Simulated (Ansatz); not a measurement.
# Phonons of YRh (Pm-3m) against volume, part 2 of 2

Does YRh (Pm-3m) expand much on heating, by its phonons?

Ansatz 0.2.0; DFT PBEsol, scalar-relativistic, plane waves, PAW; PAW set soft_1.

So far, highest frequency on the path or at a solved wavevector (cm⁻¹): step 2 (response at finite wavevector) 208.

**4. Phonons at the other volume, volume ratio 0.97**

The phonons are repeated at this volume on the same k and q meshes.

input.yaml

```yaml
crystal:
  lattice:
    - [3.3492848664, 0.0, 0.0]
    - [0.0, 3.3492848664, 0.0]
    - [0.0, 0.0, 3.3492848664]
  atoms:
    - { symbol: "Y", position: [0.5, 0.5, 0.5] }
    - { symbol: Rh, position: [0.0, 0.0, 0.0] }
kpoints:
  mp_grid: { grid: [12, 12, 12] }
hamiltonian:
  xc: pbesol
  pseudopotentials: { kind: paw, azcp: { folder: soft_1 }, xc_functional: pbe }
scf:
  occupations: { method: methfessel_paxton, width: 0.2 }
output:
  eigenvalues: true
phonons:
  method: dfpt
  qmesh: [4, 4, 4]
  temperatures: { t_max: 1000, t_step: 50 }
  qpath:
    path:
      - [[0.0, 0.0, 0.0], [0.0, 0.5, 0.0], [0.5, 0.5, 0.0], [0.0, 0.0, 0.0], [0.5, 0.5, 0.5], [0.0, 0.5, 0.0]]
      - [[0.5, 0.5, 0.5], [0.5, 0.5, 0.0]]
    npoints: 10
```

The run is started by

```
> ansatz run input.yaml --threads 4 --pin off --max-ram 10240MiB --backend cpu --events-out ev --progress --plain --runs-dir out
```

Numbers of over 12 decimals in the logs are rounded to 6 here.

The program printed:

```text
[...]
Crystal: 2 atoms, lattice volume = 37.571 Å³
Basis set: ecut = 420 eV, 739 PW (Γ), exchange–correlation on 48×48×48 points (8 copies of the dense FFT grid, shifted against one another)
Bands: 18, of which v1, the nominal top of the filled ones, is band 14 counted from 1 (13 counted from 0)
Symmetry: 48 space group operations
k-points: 84 of 1728
[...]
SCF iter   1: F=—  HF=-10140.466145 eV  |F-HF|=—  |Δ(HF+E_count)|=         —  Δρ=2.65e-1  dr2=4.35e1  ethr=3.10e-3  ⟨swp⟩=4.1  Hψ=6027  notcnv=0
[...]
SCF iter  10: F=-10135.474081 eV  HF=-10135.474081 eV  |F-HF|=0.00e0  |Δ(HF+E_count)|=  2.73e-11  S|Δr|=    0.00e0  Δρ=3.37e-8  dr2=6.99e-13  ethr=1.00e-12  ⟨swp⟩=10.6  Hψ=8541  notcnv=0
SCF 1 converged in 10 iterations: F = -10135.474081 eV  dr2 = 6.99e-13
[...]
SCF iter   4: F=-10135.474081 eV  HF=-10135.474081 eV  |F-HF|=3.64e-12  |Δ(HF+E_count)|=  1.82e-12  S|Δr|=    0.00e0  Δρ=8.10e-8  dr2=1.67e-12  ethr=1.00e-12  ⟨swp⟩=2.0  Hψ=2175  notcnv=0
SCF 2 converged in 4 iterations: F = -10135.474081 eV  dr2 = 1.67e-12
[...]
NSCF: frozen V_eff on 84 k-points
[...]
SCF converged after 10 iterations
[...]
Free energy (F): -10135.474081 eV
[...]
Internal energy: -10135.471486 eV  (E = F + TS)
E sigma→0 (E₀):  -10135.473432 eV
Entropy (-TS):   -0.002595 eV (-1.297 meV/atom)
Fermi energy:    16.527793 eV
[...]
--- Band table (eV; the first three rows and the last of 84) ---
  k-point 0: bands = [... 10 lower, 12.3099, 14.7394, 14.7394, 14.7394, 18.8174, 18.8174, 22.7618, 22.7618, ... 4 higher]
  k-point 1: bands = [... 10 lower, 12.4088, 14.7263, 14.7263, 14.7619, 18.6958, 18.8618, 22.1208, 22.1208, ... 4 higher]
  k-point 2: bands = [... 10 lower, 12.6825, 14.6934, 14.6934, 14.8245, 18.3588, 18.9327, 21.1067, 21.1067, ... 4 higher]
  k-point 83: bands = [... 10 lower, 14.0044, 15.3758, 15.3758, 15.3758, 15.8574, 15.8574, 21.7536, 23.7572, ... 4 higher]
[...]
ASR residual: 3.041e-6 → 0.000e0 eV/Å²; symmetrization residual: 2.142e-5 eV/Å²
  ASR residual per site (eV/Å²): 6.34e-7 3.04e-6
  Γ frequencies (cm⁻¹): 0.00 0.00 0.00 155.16 155.16 155.16
--- Phonons (arbitrary-q DFPT): 10 irreducible q on the 4×4×4 mesh ---
[...]
interpolated dispersion: 62 rows × 6 modes
[...]
```

Wall time 7.7 min (4 threads of Arm Neoverse N1, shared host); peak memory 2 GiB; 30 min of CPU time.

Numbers from this step:

| Item | Value |
| --- | --- |
| sum-rule residual before enforcement | 3.04e-6 eV/Å² |
| highest frequency on the path or at a solved wavevector | 216.8 cm⁻¹ |
| mean frequency | 134.1 cm⁻¹ |
| Debye temperature (second moment) | 261 K |
| logarithmic mean frequency | 126.8 cm⁻¹ |
| highest optical mode at the zone centre (no LO-TO term) | 155.2 cm⁻¹ |
| lowest optical zone-centre mode | 155.2 cm⁻¹ |
| lowest mode on the q mesh (acoustic modes at Γ apart) | 55.55 cm⁻¹ |
| zero-point energy per atom | 24.95 meV |
| heat capacity at 300 K | 24.02 J/(mol atoms K) |
| vibrational entropy at 300 K | 37.81 J/(mol atoms K) |

Frequencies (cm⁻¹) solved at each irreducible wavevector; negative means imaginary. Frequencies by wavevector, by row:

```
q in reciprocal lattice units  star  mode 1  mode 2  mode 3  mode 4  mode 5  mode 6
                        0 0 0     1       0       0       0   155.2   155.2   155.2
                     0 0 0.25     6    55.5    55.5    99.9   142.4   142.4   189.9
                     0 0 -0.5     3    95.8    95.8   116.6   116.6   133.9   216.8
                  0 0.25 0.25    12    71.6    76.7   123.2   134.3   176.2   177.8
                  0 0.25 -0.5    12    97.6   105.3   105.4   121.2   169.4   212.9
                  0 -0.5 -0.5     3    97.4    97.9    97.9   120.8   203.3   203.3
               0.25 0.25 0.25     8    92.2    92.2   123.1   167.4   167.4   173.7
               0.25 0.25 -0.5    12   106.7   107.9   118.3   151.9   169.3   205.8
               0.25 -0.5 -0.5     6     110     110   120.3   157.7   199.5   199.5
               -0.5 -0.5 -0.5     1   122.7   122.7   122.7   195.7   195.7   195.7
```

The highest optical mode at the zone centre (no LO-TO term) is 155.2 cm⁻¹, +9.4 cm⁻¹ against the base run.

**5. Relaxing at another volume, volume ratio 1.03**

The volume is scaled by 1.03 and held; symmetry leaves nothing to relax, so this is a single point. The modes can then be followed against volume.

input.yaml, the sections that differ from step 4:

```yaml
crystal:
  lattice:
    - [3.4169654216, 0.0, 0.0]
    - [0.0, 3.4169654216, 0.0]
    - [0.0, 0.0, 3.4169654216]
  atoms:
    - { symbol: "Y", position: [0.5, 0.5, 0.5] }
    - { symbol: Rh, position: [0.0, 0.0, 0.0] }
output:
  forces: true
  stress: true
  eigenvalues: true
# kpoints, hamiltonian, scf: as in step 4
# phonons: removed
```

The program printed:

```text
[...]
Crystal: 2 atoms, lattice volume = 39.895 Å³
Basis set: ecut = 420 eV, 751 PW (Γ), exchange–correlation on 48×48×48 points (8 copies of the dense FFT grid, shifted against one another)
Bands: 18, of which v1, the nominal top of the filled ones, is band 14 counted from 1 (13 counted from 0)
Symmetry: 48 space group operations
[...]
k-points: 84 of 1728
[...]
--- Band table (eV; the first three rows and the last of 84) ---
  k-point 0: bands = [... 10 lower, 11.5167, 13.7328, 13.7328, 13.7328, 17.5853, 17.5853, 21.2759, 21.2760]
  k-point 1: bands = [... 10 lower, 11.6041, 13.7196, 13.7196, 13.7533, 17.4778, 17.6215, 20.6899, 20.6899]
  k-point 2: bands = [... 10 lower, 11.8454, 13.6860, 13.6860, 13.8107, 17.1787, 17.6671, 19.7530, 19.7530]
  k-point 83: bands = [... 10 lower, 12.9778, 14.3786, 14.3786, 14.3786, 14.7453, 14.7453, 20.2746, 22.2125]
[key lines of the parts left out:]
SCF converged after 8 iterations
Free energy (F): -10135.475517 eV
Fermi energy:    15.354714 eV
P = ⅓ Tr σ = -3.3713 GPa (-33.713 kbar)
```

Elapsed: 1.6 s, on 4 threads; peak memory 0.36 GiB.

Numbers from this step:

```
pressure        : -3.371 GPa
volume per atom : 19.95 Å³
```

The run ends at a pressure of -3.37 GPa.

**6. Phonons at the other volume, volume ratio 1.03**

The phonons are repeated at this volume on the same k and q meshes.

Changes to input.yaml since step 5:

```diff
@@ -16,4 +16,11 @@
 output:
-  forces: true
-  stress: true
   eigenvalues: true
+phonons:
+  method: dfpt
+  qmesh: [4, 4, 4]
+  temperatures: { t_max: 1000, t_step: 50 }
+  qpath:
+    path:
+      - [[0.0, 0.0, 0.0], [0.0, 0.5, 0.0], [0.5, 0.5, 0.0], [0.0, 0.0, 0.0], [0.5, 0.5, 0.5], [0.0, 0.5, 0.0]]
+      - [[0.5, 0.5, 0.5], [0.5, 0.5, 0.0]]
+    npoints: 10
```

The program printed:

```text
[...]
Crystal: 2 atoms, lattice volume = 39.895 Å³
Basis set: ecut = 420 eV, 751 PW (Γ), exchange–correlation on 48×48×48 points (8 copies of the dense FFT grid, shifted against one another)
Bands: 18, of which v1, the nominal top of the filled ones, is band 14 counted from 1 (13 counted from 0)
Symmetry: 48 space group operations
k-points: 84 of 1728
[...]
k-point 83: bands = [... 10 lower, 12.9778, 14.3786, 14.3786, 14.3786, 14.7454, 14.7454, 20.2746, 22.2125, ... 4 higher]
[...]
ASR residual: 9.124e-5 → 0.000e0 eV/Å²; symmetrization residual: 2.030e-5 eV/Å²
  ASR residual per site (eV/Å²): 5.63e-5 9.12e-5
  Γ frequencies (cm⁻¹): 0.00 0.00 0.00 136.57 136.57 136.57
--- Phonons (arbitrary-q DFPT): 10 irreducible q on the 4×4×4 mesh ---
[...]
interpolated dispersion: 62 rows × 6 modes
[...]
[key lines of the parts left out:]
SCF converged after 10 iterations
Free energy (F): -10135.475517 eV
Fermi energy:    15.354735 eV
```

Wall time 8 min (4 threads); peak memory 2 GiB; 31 min of CPU time.

Numbers from this step:

* sum-rule residual before enforcement: 9.12e-5 eV/Å²
* highest frequency on the path or at a solved wavevector: 199.5 cm⁻¹
* mean frequency: 121.4 cm⁻¹
* Debye temperature (second moment): 236 K
* logarithmic mean frequency: 115 cm⁻¹
* highest optical mode at the zone centre (no LO-TO term): 136.6 cm⁻¹
* lowest optical zone-centre mode: 136.6 cm⁻¹
* lowest mode on the q mesh (acoustic modes at Γ apart): 49.43 cm⁻¹
* zero-point energy per atom: 22.57 meV
* heat capacity at 300 K: 24.19 J/(mol atoms K)
* vibrational entropy at 300 K: 40.17 J/(mol atoms K)

Frequencies (cm⁻¹) solved at each irreducible wavevector; negative means imaginary. Frequencies by wavevector, by row:

```
q in reciprocal lattice units  star  mode 1  mode 2  mode 3  mode 4  mode 5  mode 6
                        0 0 0     1       0       0       0   136.6   136.6   136.6
                     0 0 0.25     6    49.4    49.4    90.8     126     126   172.4
                     0 0 -0.5     3    84.2    84.2   105.6   105.6     121   199.5
                  0 0.25 0.25    12    68.2    68.7   110.8   119.4   156.9   161.8
                  0 0.25 -0.5    12    85.1    96.4    99.8   110.3   149.3     194
                  0 -0.5 -0.5     3    84.5      92      92   111.2   181.6   181.6
               0.25 0.25 0.25     8    85.2    85.2   112.7   149.3   149.3   157.2
               0.25 0.25 -0.5    12    98.8    99.8   105.7   139.7     149   187.5
               0.25 -0.5 -0.5     6    99.8    99.8   107.6   144.5   181.4   181.4
               -0.5 -0.5 -0.5     1   107.6   107.6   107.6   182.1   182.1   182.1
```

The highest optical mode at the zone centre (no LO-TO term) is 136.6 cm⁻¹, -9.2 cm⁻¹ against the base run.

**7. Grüneisen parameters**

The Grüneisen parameter of a mode is minus the logarithmic change of its frequency with volume, −d ln ω / d ln V; weighted by heat capacity it gives the expansion.

Numbers from this step:

```
bulk modulus : 122.2 GPa
```

The phonon branches at the labelled points (cm⁻¹):

```
    point  branch 1  branch 2  branch 3  branch 4  branch 5  branch 6
        Γ         0         0         0       146       146       146
  halfway        52        52        95       134       134       181
        X        90        90       111       111       127       208
  halfway        91       101       103       116       159       203
        M        91        95        95       116       192       192
  halfway        70        72       117       127       167       169
        Γ         0         0         0       146       146       146
  halfway        89        89       118       158       158       165
        R       115       115       115       189       189       189
  halfway       103       104       112       146       159       196
        X        90        90       111       111       127       208
jump to R       115       115       115       189       189       189
  halfway       105       105       114       151       190       190
        M        91        95        95       116       192       192
```

The same for volume x 0.97:

```
point  branch 1  branch 2  branch 3  branch 4  branch 5  branch 6
    Γ         0         0         0       155       155       155
    X        96        96       117       117       134       217
    M        97        98        98       121       203       203
    Γ         0         0         0       155       155       155
    R       123       123       123       196       196       196
    X        96        96       117       117       134       217
    R       123       123       123       196       196       196
    M        97        98        98       121       203       203
```

The same for volume x 1.03:

```
point  branch 1  branch 2  branch 3  branch 4  branch 5  branch 6
    Γ         0         0         0       137       137       137
    X        84        84       106       106       121       200
    M        84        92        92       111       182       182
    Γ         0         0         0       137       137       137
    R       108       108       108       182       182       182
    X        84        84       106       106       121       200
    R       108       108       108       182       182       182
    M        84        92        92       111       182       182
```

The first set of phonon branches as a text plot (rows in cm⁻¹):

```
    212 |       **                                      **
    203 |      *  ***                                ***
    194 |    **      ****                         ***        ****
    185 |   *         *  **                 ******        ***
    176 |            *     **            ***      *        *
    167 |           *        *          ***        *        *
    158 |  *                  **       **          **
    149 |**        *            ********            **       *
    140 | **      *            **                     *
    131 |   **  **           **                      * ***
    122 |     **          ***          **                     *
    113 |     *************  *           ************************
    104 |    *    ***    *    *      **  ***      ******    ** *
     95 |   *    *********                            ***     ***
     86 |      ***        ***  *        *                *
     77 |                  ***      *  *
     68 |  *  *              *
     59 |    *                * *    **
     50 | * *                  *
     41 |                      *   **
     32 |  *                    **
     23 |**                      * *
     14 |*                       *
      5 |                         *
         Γ      X      M          Γ            R        X|R     M
```

Mode Grueneisen parameter -dln(w)/dln(V), modes matched by rank; at Γ the acoustic branches take the value of a neighbouring point of the path. The mode Grüneisen parameters at the labelled points ():

```
    point  branch 1  branch 2  branch 3  branch 4  branch 5  branch 6
        Γ      2.06      2.06      1.36      2.13      2.13      2.13
  halfway      1.97      1.97      1.59      2.04      2.04      1.61
        X      2.15      2.15      1.65      1.65      1.69      1.39
  halfway      2.28      1.47      0.91      1.57      2.10      1.55
        M      2.37      1.04      1.04      1.37      1.88      1.88
  halfway      0.81      1.84      1.77      1.96      1.93      1.57
        Γ      2.12      0.18      1.92      2.13      2.13      2.13
  halfway      1.32      1.32      1.47      1.90      1.90      1.66
        R      2.19      2.19      2.19      1.20      1.20      1.20
  halfway      1.28      1.30      1.88      1.40      2.13      1.56
        X      2.15      2.15      1.65      1.65      1.69      1.39
jump to R      2.19      2.19      2.19      1.20      1.20      1.20
  halfway      1.62      1.62      1.86      1.46      1.58      1.58
        M      2.37      1.04      1.04      1.37      1.88      1.88
```

The mode Grüneisen parameters as a text plot (rows in , shown from 0.6 to 2.3 only):

```
   2.30 |           ***                              **
   2.23 |         **    *
   2.15 |**     ****           ********      *****  *  * **
   2.08 |***   *           ** ****  *  *     *          *  *
   2.01 | * **      **    *** *    * **     *    ***        *  *
   1.93 |    **  *    *  **  ******     *        *      *  *
   1.86 |  *           **  ***  *          *       **  *     * **
   1.78 |        *    *  *   *         *    *     *  ** *   * * *
   1.71 |      **    *   *          *    **       *    * *
   1.63 |   *** *****     *    *        *  *      *   * **   *
   1.56 |   *       *    * ****          ***       *** *     ** *
   1.49 |  * **    * *   *    *      ****  **     *  **     ** *
   1.41 | *    ****** * *                **      * *** ***      *
   1.34 |*             *  *             *   *    * *       **
   1.26 |            *                       *  *** *      *  *
   1.19 |                *                    ***         *
   1.11 |         **  * * *            *                       *
   1.04 |              *      *                       *         *
   0.97 |            **
   0.89 |           *                **              *
   0.82 |                  ***
   0.74 |                           *
   0.67 |
   0.59 |                          *
         Γ      X      M          Γ            R        X|R     M
```

(dS/dlnV)/C_V. Thermodynamic Grueneisen parameter against temperature:

```
temperature (K)  thermodynamic Grueneisen parameter
             50                                1.58
            100                                1.62
            150                                1.63
            200                                1.63
            250                                1.64
            300                                1.64
            350                                1.64
            400                                1.64
            450                                1.64
            500                                1.64
            550                                1.64
            600                                1.64
            650                                1.64
            700                                1.64
            750                                1.64
            800                                1.64
            850                                1.64
            900                                1.64
            950                                1.64
           1000                                1.64
```

Gamma C_V/(B V) at the static volume. Table of volume expansion by temperature:

```
temperature (K)  volume expansion (1e-6/K)
             50                       10.9
            100                       21.4
            150                       25.0
            200                       26.5
            250                       27.2
            300                       27.7
            350                       27.9
            400                       28.1
            450                       28.2
            500                       28.3
            550                       28.4
            600                       28.4
            650                       28.4
            700                       28.5
            750                       28.5
            800                       28.5
            850                       28.5
            900                       28.5
            950                       28.6
           1000                       28.6
```

**8. Summary of results**

```yaml
bulk_modulus: 122 GPa
thermodynamic_grueneisen_parameter_at_300_k: 1.635
volume_expansion_at_300_k_estimated: 27.66 × 10⁻⁶ K⁻¹
```

What this shows: By this estimate the volume grows by 27.7 × 10⁻⁶ per kelvin at 300 K. The highest optical mode at Γ goes from 155 to 137 cm⁻¹ as the cell grows, a Grüneisen parameter of 2.13. Mode parameters on the path run from 0.18 to 2.4, with a median of 1.7. Branches are matched by rank, so values near crossings are rough. The expansion is the Grüneisen estimate at the static volume, with the static bulk modulus. With no gap, or one that is small against the smearing, the frequencies hang on the k mesh and the smearing, most of all near Kohn anomalies. The PAW files were made for PBE and serve the other functionals too.

[Logs are printed without paths, hosts, clocks, repeated set-up lines and the standing remarks that a program may print on its own settings, such as how far it seeks lower states.]

[Hosts, paths, dates, database ids (printed as entryN), source tags and the programs' standing remarks are cut or masked in the printed files.]
